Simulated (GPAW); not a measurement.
Consider ZnNi3C (Pm-3m).

```cif
data_structure
_symmetry_space_group_name_H-M 'P 1'
_symmetry_Int_Tables_number 1
_cell_length_a 3.7663
_cell_length_b 3.7663
_cell_length_c 3.7663
_cell_angle_alpha 90.000
_cell_angle_beta 90.000
_cell_angle_gamma 90.000
_cell_volume 53.42
loop_
_atom_site_label
_atom_site_type_symbol
_atom_site_fract_x
_atom_site_fract_y
_atom_site_fract_z
_atom_site_occupancy
Zn1 Zn 0.00000 0.00000 0.00000 1
Ni2 Ni 0.50000 0.00000 0.50000 1
Ni3 Ni 0.50000 0.50000 0.00000 1
Ni4 Ni 0.00000 0.50000 0.50000 1
C5 C 0.50000 0.50000 0.50000 1
```

Absorber: atom 1, with 12 Ni at 2.66 Å (cuboctahedral, site symmetry m-3m). Method: GPAW, LDA, excited-electron core hole (neutral cell), 10-atom cell with 5.3 Å between holes, 7×7×7 k points, dipole transitions, Gaussian full width 1.67 eV up to 4 eV, rising linearly to 3.5 eV at 25 eV.

**Question.** Predict the near-edge structure at the Zn K edge.

Main maxima up to 30 eV above the zero (height): 3.8 eV (1.92) and 15.2 eV (1.82). A K edge sees empty p states on the absorber. The total-energy difference is 9640.67 eV. The tabulated edge of the element is 9659 eV. The functional leaves an error in such absolute values: in the free atom LDA prices this hole 19.1 eV below PBE (computed apart), and PBE is itself good to a few eV.

The Zn K spectrum (energy from the lowest empty level; intensity scaled to a mean of 1 over the first 20 eV):

```csv
E (eV),intensity
-2.0,0.00
-1.5,0.00
-1.0,0.01
-0.5,0.04
0.0,0.09
0.5,0.15
1.0,0.24
1.5,0.39
2.0,0.63
2.5,1.03
3.0,1.51
3.5,1.86
4.0,1.87
4.5,1.57
5.0,1.20
5.5,0.89
6.0,0.64
6.5,0.44
7.0,0.33
7.5,0.31
8.0,0.35
8.5,0.41
9.0,0.48
9.5,0.54
10.0,0.59
10.5,0.64
11.0,0.70
11.5,0.78
12.0,0.90
12.5,1.06
13.0,1.25
13.5,1.44
14.0,1.61
14.5,1.74
15.0,1.82
15.5,1.81
16.0,1.74
16.5,1.61
17.0,1.45
17.5,1.29
18.0,1.15
18.5,1.05
19.0,0.96
19.5,0.90
20.0,0.83
20.5,0.75
21.0,0.68
21.5,0.61
22.0,0.57
22.5,0.54
23.0,0.54
23.5,0.53
24.0,0.53
24.5,0.52
25.0,0.50
25.5,0.48
26.0,0.46
26.5,0.45
27.0,0.44
27.5,0.44
28.0,0.45
28.5,0.47
29.0,0.48
29.5,0.50
30.0,0.51
30.5,0.53
31.0,0.55
31.5,0.58
32.0,0.63
```

The hole lies in one spin channel, while the script sums the empty states of both and takes the lower zero; where the two channels are split, this blurs and shifts the curve. The script folds with a Gaussian, whereas the core hole's own line is a Lorentzian, so the onset is too steep and the first peak too high. The starting moments shrank to 0.00 μB or less, so this is hardly a magnetic state. The holes are only 5.3 Å apart, so the shape is probably not converged with cell size; no larger cell was run here. Lifetime broadening is put in by hand, and intensities beyond about 20 eV depend on it and on the partial waves; weight that the partial waves miss at high energy is lost. The structure is a computed Materials Project entry and may be a hypothetical form.

[Banner, clock and machine lines of the logs are left out without a mark of their own.]

[Logs are printed without paths, hosts, clocks, repeated set-up lines and the standing remarks that a program may print on its own settings, such as how far it seeks lower states.]

[Hosts, paths, dates, database ids (printed as entryN), source tags and the programs' standing remarks are cut or masked in the printed files.]

[Lists of maxima count a maximum above −3 eV only where it reaches 4 % of the highest in the window and stands out from its surroundings by 2 % of it (1.5 % where it reaches 55 %); shoulders and weaker maxima are passed over, and of the rest the first, up to two pre-edge ones and the few strongest are named.]
